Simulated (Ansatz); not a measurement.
# 1T-VF2 bilayer (AA) in a perpendicular field

Aim: how the 1T-VF2 bilayer (AA) screens a field along its normal, and what the field does to its bands. A positive field points along +c.

Program: Ansatz 0.2.0. Level of theory: plane-wave DFT, PBE+U-D3(BJ), Ansatz PAW. Values are calculated unless marked as measured.

## Step 1: Starting point

The cell holds 6 atoms: 4 F and 2 V. Its edges and angles: a = 2.840 Å, b = 2.840 Å, c = 46.179 Å, α = 90.0°, β = 90.0°, γ = 120.0°. Regions: layer 1: 1T-VF2, 3 atoms (2 F and 1 V); layer 2: 1T-VF2, 3 atoms (2 F and 1 V). Vacuum lies along c.

## Step 2: Relaxing the slab

The starting cell is a guess, so the in-plane lattice and the atoms are relaxed first, with the slab cut off from its images along the normal.

input.yaml

```yaml
crystal:
  lattice:
    - [2.839631, 0.0, 0.0]
    - [-1.4198155, 2.4591925834, 0.0]
    - [0.0, 0.0, 46.1794385088]
  atoms:
    - { symbol: F, position: [0.6666666667, 0.3333333333, 0.4179349213] }
    - { symbol: V, position: [0.0, 0.0, 0.4443505657], spin: 1.0 }
    - { symbol: F, position: [0.3333333333, 0.6666666667, 0.4707662102] }
    - { symbol: F, position: [0.6666666667, 0.3333333333, 0.5292337898] }
    - { symbol: V, position: [0.0, 0.0, 0.5556494343], spin: -1.0 }
    - { symbol: F, position: [0.3333333333, 0.6666666667, 0.5820650787] }
  periodic: [true, true, false]
magnetization:
  spin_polarized: true
kpoints:
  mp_grid: { grid: [12, 12, 1] }
hamiltonian:
  xc: pbe
  dispersion: d3bj
  hubbard: { sites: [{ species: V, l: d, u_eff: 3.0 }] }
scf:
  occupations: { method: fermi_dirac, width: 0.05 }
  convergence: { dr2_threshold: 1.0e-09 }
relax:
  f_tol: 0.004
  max_steps: 90
  cell: {}
output:
  write_potential: true
  write_density: true
  volumetric_format: npy
```

Started as:

```sh
$ ansatz run input.yaml --threads 4 --pin off --max-ram 6144MiB --backend cpu --events-out ev --progress --plain --runs-dir out
```

Standard output:

```text
Warning: relax.cell: scf.convergence.dr2_threshold = 1e-9 eV is looser than the 1.94151723998e-10 eV advised for a relaxation that steers and ends on the stress (1e-10 eV for each atom of the cell: 6, times the square of relax.cell.stress_2d_tol = 0.05 N/m over 17.6 Å (the atoms' height at the walk's start and 5 Å past either face), 2.844e-2 GPa, over a crystal's default 0.05). What an SCF threshold leaves in a stress goes as its square root, and in the free energy as the threshold itself, and one threshold admits the most on a small cell: [figures from the program's tests cut] Set scf.convergence.dr2_threshold to 1.94151723998e-10 eV or tighter. [rest of the remark cut]
F: projections on atomic orbitals take those of the free atom [He] 2s2 2p5, of charge +0.00 (hamiltonian.pseudopotentials.projection_atoms); the dataset's partial waves leave at most 1.6e-8 of an orbital's norm unspanned inside its sphere
V: projections on atomic orbitals take those of the free atom [Ne] 3s2 3p6 3d3 4s2, of charge +0.00 (hamiltonian.pseudopotentials.projection_atoms); the dataset's partial waves leave at most 5.8e-7 of an orbital's norm unspanned inside its sphere
Engine: ansatz 0.2.0, x86_64-unknown-linux-gnu
Pseudopotentials: kind: paw
Pseudopotential: F, paw, valence charge 7, recommended cutoff 420 eV (normal), F.paw.azcp
Pseudopotential: V, paw, valence charge 13, recommended cutoff 420 eV (normal), V.paw.azcp
Functional definition: PBE
  parameter kappa = 0.804
  parameter beta = 0.066725
  exchange = pbe_x(kappa = kappa, mu = beta*pi^2/3)
  correlation = pbe_c(beta = beta)
Crystal: 6 atoms, lattice volume = 322.480 Å³
Basis set: ecut = 420 eV, 6359 PW (Γ), exchange–correlation on 40×40×640 points (8 copies of the dense FFT grid, shifted against one another)
Bands: 34, of which v1, the nominal top of the filled ones, is band 27 counted from 1 (26 counted from 0)
Symmetry: 6 space group operations
Space group: P3m1 (ITA 156), of the structure as read, at distance tolerance 6.9e-5 Å
Magnetic group: BNS 164.87 (UNI 1317), of the structure as read, at distance tolerance 6.9e-5 Å
k-points: 19 of 144 (time reversal used)
Non-local potential: F, projectors of the file, l = 0: 2, l = 1: 2, l = 2: 1
Non-local potential: V, projectors of the file, l = 0: 3, l = 1: 2, l = 2: 3, l = 3: 1
PAW form: soft (Blöchl's): semilocal exchange-correlation on the pseudo side does not see the compensation charge
PAW one-centre angular grid: F, 110 points (default); XC on 64 Gauss nodes
PAW one-centre angular grid: V, 590 points (default); XC on 64 Gauss nodes
Initial density: superposition of atomic densities (neutral atoms: chi_scale 0, normalization atom)
Starting moments: Σ|m| = 2 μB on 2 of 6 sites
Starting magnetic order: antiferromagnet; an inversion exchanges its spin sublattices: spin-degenerate at every k-point
Initial wavefunctions: pseudopotential atomic-orbital guess
Functional: x = pbe(κ = 0.804, μ = 0.219515), c = pbe(β = 0.066725)
SCF iter   1: F=—  HF=-9055.289294 eV  |F-HF|=—  |Δ(HF+E_count)|=         —  Δρ=2.55e-2 (↑2.55e-2 ↓2.55e-2)  dr2=5.62e0  dr2_m=1.15e-1  M=-0.000 μB ∫|m|=2.292 μB  β_m=1.00  ethr=3.10e-3  ⟨swp⟩=14.9  Hψ=8716  notcnv=0
preconditioner: auto → none  [metal: Δε(μ)=0.056 eV  Ē_g=8.932 eV  σ=0.050 eV  W_gap=0.27  n_scr=28 (ndim 8)  ℏωp=11.3 eV  f_vac=0.771  D(μ)=2.69/eV (n_scr^D=18)  sad-step TF]
SCF iter   2: F=—  HF=-9055.023352 eV  |F-HF|=—  |Δ(HF+E_count)|=   2.66e-1  Δρ=1.74e-2 (↑1.74e-2 ↓1.74e-2)  dr2=1.13e0  dr2_m=4.87e-1  M=-0.000 μB ∫|m|=3.396 μB  β_m=1.00  ethr=3.10e-3  ⟨swp⟩=3.4  Hψ=3160  notcnv=0
SCF iter   3: F=—  HF=-9055.631701 eV  |F-HF|=—  |Δ(HF+E_count)|=   6.08e-1  Δρ=1.70e-2 (↑1.70e-2 ↓1.70e-2)  dr2=2.96e-1  dr2_m=7.01e-1  M=0.001 μB ∫|m|=4.800 μB  β_m=1.00  ethr=2.08e-3  ⟨swp⟩=2.9  Hψ=2528  notcnv=0  defer=12
SCF iter   4: F=—  HF=-9056.665211 eV  |F-HF|=—  |Δ(HF+E_count)|=    1.03e0  Δρ=1.30e-2 (↑1.23e-2 ↓1.30e-2)  dr2=7.56e-2  dr2_m=4.39e-1  M=-0.002 μB ∫|m|=5.972 μB  β_m=1.00  ethr=5.48e-4  ⟨swp⟩=4.6  Hψ=3582  notcnv=0  defer=40
SCF iter   5: F=—  HF=-9057.578760 eV  |F-HF|=—  |Δ(HF+E_count)|=   9.14e-1  Δρ=1.86e-3 (↑1.86e-3 ↓1.40e-3)  dr2=4.47e-2  dr2_m=2.40e-3  M=0.000 μB ∫|m|=6.010 μB  β_m=1.00  ethr=1.40e-4  ⟨swp⟩=5.0  Hψ=3652  notcnv=0  defer=49
SCF iter   6: F=—  HF=-9058.172485 eV  |F-HF|=—  |Δ(HF+E_count)|=   5.94e-1  Δρ=8.57e-4 (↑8.57e-4 ↓5.70e-4)  dr2=7.23e-3  dr2_m=5.87e-4  M=0.000 μB ∫|m|=6.021 μB  β_m=0.30  ethr=8.29e-5  ⟨swp⟩=3.3  Hψ=2568  notcnv=0  defer=68
Mixer restart at iter 6: flushing history
spin-set hold released at iteration 6 (site moments contracting): the magnetisation degrees of freedom join the quasi-Newton model from the next iteration; the mixer history was flushed
SCF iter   7: F=—  HF=-9058.479655 eV  |F-HF|=—  |Δ(HF+E_count)|=   3.07e-1  Δρ=7.90e-4 (↑6.98e-4 ↓7.90e-4)  dr2=1.96e-3  dr2_m=1.07e-3  M=-0.000 μB ∫|m|=6.021 μB  β_m=0.65  ethr=1.34e-5  ⟨swp⟩=3.4  Hψ=2986  notcnv=0  defer=69
SCF iter   8: F=—  HF=-9058.800424 eV  |F-HF|=—  |Δ(HF+E_count)|=   3.21e-1  Δρ=1.85e-3 (↑1.74e-3 ↓1.85e-3)  dr2=4.99e-2  dr2_m=2.15e-4  M=0.000 μB ∫|m|=6.022 μB  β_m=0.49  ethr=3.63e-6  ⟨swp⟩=4.2  Hψ=4100  notcnv=0  defer=74
Mixer restart at iter 8: flushing history
SCF iter   9: F=—  HF=-9056.111889 eV  |F-HF|=—  |Δ(HF+E_count)|=         —  Δρ=3.98e-4 (↑3.47e-4 ↓3.98e-4)  dr2=1.10e-3  dr2_m=8.19e-5  M=0.000 μB ∫|m|=6.021 μB  β_m=1.00  ethr=3.63e-6  ⟨swp⟩=4.4  Hψ=3850  notcnv=0  defer=74
Mixer restart at iter 9: flushing history
SCF iter  10: F=—  HF=-9058.789287 eV  |F-HF|=—  |Δ(HF+E_count)|=    2.68e0  Δρ=8.10e-4 (↑7.44e-4 ↓8.10e-4)  dr2=5.99e-3  dr2_m=4.89e-4  M=-0.000 μB ∫|m|=6.022 μB  β_m=0.49  ethr=9.26e-5  ⟨swp⟩=2.8  Hψ=2040  notcnv=0  defer=85
SCF iter  11: F=—  HF=-9058.788306 eV  |F-HF|=—  |Δ(HF+E_count)|=   9.81e-4  Δρ=4.57e-4 (↑4.51e-4 ↓4.57e-4)  dr2=3.25e-3  dr2_m=2.93e-5  M=-0.000 μB ∫|m|=6.022 μB  β_m=0.42  ethr=1.11e-5  ⟨swp⟩=3.2  Hψ=2961  notcnv=0  defer=77
SCF iter  12: F=—  HF=-9058.787577 eV  |F-HF|=—  |Δ(HF+E_count)|=   7.30e-4  Δρ=1.62e-4 (↑1.55e-4 ↓1.62e-4)  dr2=1.84e-4  dr2_m=2.89e-5  M=0.000 μB ∫|m|=6.022 μB  β_m=0.43  ethr=6.02e-6  ⟨swp⟩=2.8  Hψ=2268  notcnv=0  defer=77
SCF iter  13: F=—  HF=-9058.787556 eV  |F-HF|=—  |Δ(HF+E_count)|=   2.08e-5  Δρ=6.02e-5 (↑5.85e-5 ↓6.02e-5)  dr2=1.16e-5  dr2_m=6.48e-6  M=0.000 μB ∫|m|=6.022 μB  β_m=0.47  ethr=3.41e-7  ⟨swp⟩=3.3  Hψ=2524  notcnv=0  defer=77
[...]
SCF iter   2: F=—  HF=-9057.261474 eV  |F-HF|=—  |Δ(HF+E_count)|=    1.78e0  Δρ=1.07e-2 (↑1.07e-2 ↓1.07e-2)  dr2=1.11e0  dr2_m=3.65e-2  M=0.000 μB ∫|m|=6.031 μB  β_m=1.00  ethr=3.10e-3  ⟨swp⟩=2.6  Hψ=2953  notcnv=0
SCF iter   3: F=—  HF=-9058.798676 eV  |F-HF|=—  |Δ(HF+E_count)|=    1.54e0  Δρ=6.06e-3 (↑6.05e-3 ↓6.06e-3)  dr2=2.96e-1  dr2_m=4.57e-3  M=0.000 μB ∫|m|=6.037 μB  β_m=1.00  ethr=2.05e-3  ⟨swp⟩=3.3  Hψ=2653  notcnv=0  defer=18
SCF iter   4: F=—  HF=-9059.682696 eV  |F-HF|=—  |Δ(HF+E_count)|=   8.84e-1  Δρ=2.50e-3 (↑2.50e-3 ↓2.44e-3)  dr2=4.05e-2  dr2_m=1.75e-3  M=-0.000 μB ∫|m|=6.037 μB  β_m=0.30  ethr=5.48e-4  ⟨swp⟩=3.7  Hψ=3056  notcnv=0  defer=48
SCF iter   5: F=—  HF=-9060.115113 eV  |F-HF|=—  |Δ(HF+E_count)|=   4.32e-1  Δρ=8.98e-4 (↑8.81e-4 ↓8.98e-4)  dr2=1.24e-2  dr2_m=3.04e-4  M=0.000 μB ∫|m|=6.039 μB  β_m=1.00  ethr=7.50e-5  ⟨swp⟩=3.2  Hψ=3179  notcnv=0  defer=48
SCF iter   6: F=—  HF=-9060.331645 eV  |F-HF|=—  |Δ(HF+E_count)|=   2.17e-1  Δρ=3.99e-4 (↑3.99e-4 ↓3.99e-4)  dr2=8.02e-4  dr2_m=4.95e-5  M=0.000 μB ∫|m|=6.040 μB  β_m=1.00  ethr=2.30e-5  ⟨swp⟩=2.7  Hψ=3045  notcnv=0  defer=58
SCF iter   7: F=—  HF=-9060.442621 eV  |F-HF|=—  |Δ(HF+E_count)|=   1.11e-1  Δρ=1.67e-4 (↑1.67e-4 ↓1.67e-4)  dr2=3.30e-4  dr2_m=1.46e-5  M=0.000 μB ∫|m|=6.039 μB  β_m=0.30  ethr=1.49e-6  ⟨swp⟩=2.9  Hψ=2942  notcnv=0  defer=58
Mixer restart at iter 7: flushing history
spin-set hold released at iteration 7 (site moments contracting): the magnetisation degrees of freedom join the quasi-Newton model from the next iteration; the mixer history was flushed
SCF iter   8: F=—  HF=-9060.497780 eV  |F-HF|=—  |Δ(HF+E_count)|=   5.52e-2  Δρ=1.42e-4 (↑1.41e-4 ↓1.42e-4)  dr2=1.48e-4  dr2_m=4.22e-5  M=0.000 μB ∫|m|=6.038 μB  β_m=0.65  ethr=6.10e-7  ⟨swp⟩=2.9  Hψ=2621  notcnv=0  defer=58
SCF iter   9: F=—  HF=-9060.552568 eV  |F-HF|=—  |Δ(HF+E_count)|=   5.48e-2  Δρ=1.71e-4 (↑1.71e-4 ↓1.70e-4)  dr2=3.33e-4  dr2_m=1.19e-5  M=0.000 μB ∫|m|=6.036 μB  β_m=0.59  ethr=2.74e-7  ⟨swp⟩=3.2  Hψ=3299  notcnv=0  defer=64
SCF iter  10: F=—  HF=-9060.552506 eV  |F-HF|=—  |Δ(HF+E_count)|=   6.20e-5  Δρ=8.12e-5 (↑8.12e-5 ↓8.12e-5)  dr2=3.35e-5  dr2_m=1.13e-5  M=0.000 μB ∫|m|=6.037 μB  β_m=0.67  ethr=2.74e-7  ⟨swp⟩=2.6  Hψ=2420  notcnv=0  defer=64
SCF iter  11: F=—  HF=-9060.552520 eV  |F-HF|=—  |Δ(HF+E_count)|=   1.42e-5  Δρ=3.44e-5 (↑3.44e-5 ↓3.42e-5)  dr2=4.73e-6  dr2_m=2.91e-6  M=0.000 μB ∫|m|=6.036 μB  β_m=0.83  ethr=6.21e-8  ⟨swp⟩=3.3  Hψ=2608  notcnv=0  defer=64
SCF iter  12: F=—  HF=-9060.552532 eV  |F-HF|=—  |Δ(HF+E_count)|=   1.16e-5  Δρ=1.65e-5 (↑1.65e-5 ↓1.64e-5)  dr2=1.66e-6  dr2_m=2.80e-7  M=0.000 μB ∫|m|=6.036 μB  β_m=0.82  ethr=8.76e-9  ⟨swp⟩=2.7  Hψ=2502  notcnv=0  defer=64
SCF iter  13: F=—  HF=-9060.552532 eV  |F-HF|=—  |Δ(HF+E_count)|=   5.31e-7  Δρ=5.72e-6 (↑5.64e-6 ↓5.72e-6)  dr2=1.69e-7  dr2_m=4.72e-8  M=0.000 μB ∫|m|=6.036 μB  β_m=0.86  ethr=3.07e-9  ⟨swp⟩=2.9  Hψ=2673  notcnv=0  defer=64
SCF iter  14: F=—  HF=-9060.552532 eV  |F-HF|=—  |Δ(HF+E_count)|=   2.29e-7  Δρ=3.07e-6 (↑3.00e-6 ↓3.07e-6)  dr2=9.18e-8  dr2_m=2.35e-9  M=0.000 μB ∫|m|=6.036 μB  β_m=0.69  ethr=3.13e-10  ⟨swp⟩=3.0  Hψ=2737  notcnv=0  defer=64
SCF iter  15: F=—  HF=-9060.552532 eV  |F-HF|=—  |Δ(HF+E_count)|=   1.59e-8  Δρ=6.67e-7 (↑6.67e-7 ↓6.33e-7)  dr2=2.45e-9  dr2_m=8.57e-10  M=0.000 μB ∫|m|=6.036 μB  β_m=0.81  ethr=1.70e-10  ⟨swp⟩=2.8  Hψ=2334  notcnv=0  defer=64
SCF iter  16: F=-9060.552532 eV  HF=-9060.552532 eV  |F-HF|=1.31e-10  |Δ(HF+E_count)|=   2.65e-9  Δρ=1.15e-7 (↑1.12e-7 ↓1.15e-7)  dr2=5.85e-11  dr2_m=3.51e-11  M=0.000 μB ∫|m|=6.036 μB  ethr=1.85e-12  ⟨swp⟩=3.5  Hψ=3303  notcnv=0
SCF 1 converged in 16 iterations: F = -9060.552532 eV  dr2 = 5.85e-11
a single-point calculation of the run's input, under the relaxation's own `scf.mixing.negative_modes` where the relaxation goes by `scf.lower_state_search: light` itself or types `scf.max_iter`, was made at the relaxed geometry, from the atoms, in 16 SCF iterations in all. It converged -0.0 meV from the relaxation's final energy, with moments (0.02, 2.29, 0.02, -0.02, -2.29, -0.02 Bohr magnetons, atom by atom), which does not count as lower, and the relaxation's result stands. No further magnetic order was relaxed to its end, and one can end lower (see `relax.adjacent_minimum`).
SCF converged after 7 iterations
an eigenvalue changed by more than its tolerance at an iteration that met the thresholds in force, so the SCF went on 2 times, its first undamped step at iteration 6: the last check found none over its tolerance
Magnetization: 0.0000 μB (27.0000 up, 27.0000 down)
Absolute magnetization: 6.0340 μB (∫|ρ↑−ρ↓|, with the PAW one-centre terms)
Spin contamination: 3.0071 ħ² per cell (⟨S²⟩ above its minimum at these occupations)
Per-site moments (μB) at R_I (Å): [(0.016679, 0.877604), (2.294749, 0.875523), (0.015538, 0.875523), (-0.015538, 0.875523), (-2.294750, 0.875523), (-0.016679, 0.877604)]
Free energy (F): -9060.552532 eV
Harris-Foulkes:  -9060.552532 eV  (|F-HF|=5.62e-10)
Internal energy: -9060.552532 eV  (E = F + TS)
E sigma→0 (E₀):  -9060.552532 eV
Fermi energy:    -4.010449 eV
--- Per-component energies (eV) ---
  E_band       = -1311.791376
  E_kinetic    = 1493.087344
  E_local      = -256400.101432  (includes V_loc(G=0)·N_el)
  E_nonlocal   = 218.422726
  E_hartree    = 127394.997343
  E_xc         = -574.779176
  E_vxc        = -732.416182  (∫ρ·V_xc dr)
  E_hubbard    = 1.366719  (on-site DFT+U / exact-exchange correction)
  E_vhub       = -7.664040  (the Hubbard potential's part of the band-sum identity)
  E_paw        = -3037.503645  (= ΣΔE_a)
  E_vpaw       = -673.122340  (= ΣTr[D̂ρ^β])
  E_aug_tail   = 0.008625  (compensation charges beyond the density's cutoff)
  E_ewald      = 121844.653629
  E_disp       = -0.704666  (pairwise vdW)
  E_smearing   = -0.000000  (= −TS)
  E_closure    = 0.000000  (closes the sum)
  Σ components = -9060.552532   (vs F -9060.552532, Δ=0.00e0)
--- Forces (eV/Å), atoms counted from 1 ---
  atom   1  F      0.00000000    -0.00000000     0.00046647
  atom   2  V      0.00000000     0.00000000     0.00042329
  atom   3  F      0.00000000     0.00000000    -0.00092784
  atom   4  F      0.00000000    -0.00000000     0.00092985
  atom   5  V     -0.00000000    -0.00000000    -0.00042547
  atom   6  F     -0.00000000     0.00000000    -0.00046578
  max |Σ_I F_I| component: 5.32e-7 eV/Å
--- 2D stress c σ (N/m, compression-positive) ---
        0.014888      -0.000000      -0.000000
        0.000000       0.014888      -0.000000
       -0.000000      -0.000000       0.000000
  P = ½ c Tr σ = 0.0149 N/m
--- Band table (eV; the first three rows and the last of 38) ---
  k-point 0 ↑: bands = [... 23 lower, -9.8015, -6.3600, -6.3600, -5.5527, -2.5657, -1.6939, -1.2314, -1.2314, ... 3 higher]
  k-point 1 ↑: bands = [... 23 lower, -9.7776, -6.3367, -6.3236, -5.5742, -2.3642, -1.6000, -1.2926, -1.2358, ... 3 higher]
  k-point 2 ↑: bands = [... 23 lower, -9.7585, -6.2849, -6.2314, -5.6479, -1.8916, -1.5719, -1.2450, -1.0386, ... 3 higher]
  k-point 18 ↓: bands = [... 23 lower, -10.1720, -6.2947, -5.9570, -5.9430, -1.6328, -1.6283, -0.4383, -0.4349, ... 3 higher]
  the weakly bound empty levels are not read free of the cell's end (hubbard_term)
--- Relaxed structure (14 steps of the walk, 14 accepted, 3 SCFs on fresh bases) ---
  F+E_penalty+E_count = -9060.55253230 eV   max|allowed force component| = 9.298e-4 eV/Å   (the final SCF, on the basis selected at the relaxed cell)
  cell:  # Å, volume = 434.3295 Å³
    - [3.295490, 0, 0]
    - [-1.647745, 2.853978, 0]
    - [0, 0, 46.1794385088]
  atoms:
    - { symbol: F, position: [0.666667, 0.333333, 0.433824] }
    - { symbol: V, position: [3.505456e-18, 7.010911e-18, 0.454439] }
    - { symbol: F, position: [0.333333, 0.666667, 0.474809] }
    - { symbol: F, position: [0.666667, 0.333333, 0.525191] }
    - { symbol: V, position: [-3.505456e-18, -7.010912e-18, 0.545561] }
    - { symbol: F, position: [0.333333, 0.666667, 0.566176] }
```

It took 2.9 min on 4 threads of Intel Xeon Platinum 8559C (Emerald Rapids), shared host; peak memory 1.2 GiB.

The column dr2 measures how far the density is from self-consistency, as an energy; F and HF (Harris–Foulkes) agree once it is small.

Step by step:

```csv
step,energy less that of the first step (eV),largest force component (eV/Å),volume (Å³)
1,0.0000,0.1256,322.48
2,-0.8690,0.0671,354.82
3,-1.1879,0.4726,389.07
4,-1.2595,0.0389,396.42
5,-1.2606,0.1489,396.36
6,-1.2672,0.0423,396.25
7,-1.2669,0.0201,396.86
8,-1.2674,0.0008,396.35
9*,-1.5925,0.0067,396.35
10,-1.7030,0.0133,416.03
11,-1.7038,0.0415,434.57
12,-1.7115,0.0063,431.28
13,-1.7113,0.0022,431.38
14*,-1.7640,0.0041,431.38
15,-1.7627,0.0140,434.36
16,-1.7628,0.0008,434.33
17*,-1.7650,0.0009,434.33
17*,-1.7650,0.0009,434.33
```

Relaxation steps marked * repeat the geometry before them on a plane-wave basis chosen anew for their cell, so energy and pressure can jump there.

The run keeps the 6 symmetry operations that the program found, so distortions that break them were not tested.

```csv
cell as run,before,after,change
a (Å),2.840,3.295,+16.1 %
b (Å),2.840,3.295,+16.1 %
```

The atoms that moved most (Å, along periodic axes as changes of fractional coordinates times the final cell, across vacuum about the mean position):

```csv
atom,dx,dy,dz,length
F6,0.000,0.000,-0.734,0.734
F1,0.000,0.000,0.734,0.734
V5,0.000,0.000,-0.466,0.466
V2,0.000,0.000,0.466,0.466
F3,0.000,0.000,0.187,0.187
F4,0.000,0.000,-0.187,0.187
```

The relaxed structure:

```xyz
6
Lattice="3.2955 0.0000 0.0000 -1.6477 2.8540 0.0000 0.0000 0.0000 46.1794" Properties=species:S:1:pos:R:3
F     1.6477    0.9513   20.0338
V     0.0000    0.0000   20.9857
F     0.0000    1.9027   21.9264
F     1.6477    0.9513   24.2530
V     0.0000    0.0000   25.1937
F     0.0000    1.9027   26.1457
```

Numbers from this step:

| Quantity | Value |
| --- | --- |
| site moments | 0.01668, 2.295, 0.01554, -0.01554, -2.295, -0.01668 μB |
| gap on the k-mesh | 2.987 eV |

Site moment by atom:

```csv
atom,site moment (μB)
F1,0.02
V2,2.29
F3,0.02
F4,-0.02
V5,-2.29
F6,-0.02
```

The lattice constant a goes from 2.840 to 3.295 Å.

[end of part 1 of 3]

[Long decimals in the printed logs are rounded to 6 places.]

[Logs are printed without paths, hosts, clocks, repeated set-up lines and the standing remarks that a program may print on its own settings, such as how far it seeks lower states.]

[Hosts, paths, dates, database ids (printed as entryN), source tags and the programs' standing remarks are cut or masked in the printed files.]

[Maps of the electrostatic potential energy from Ansatz leave out the sawtooth potential of an applied field or a dipole correction, so their vacuum need not be flat; planar profiles and work functions include it.]
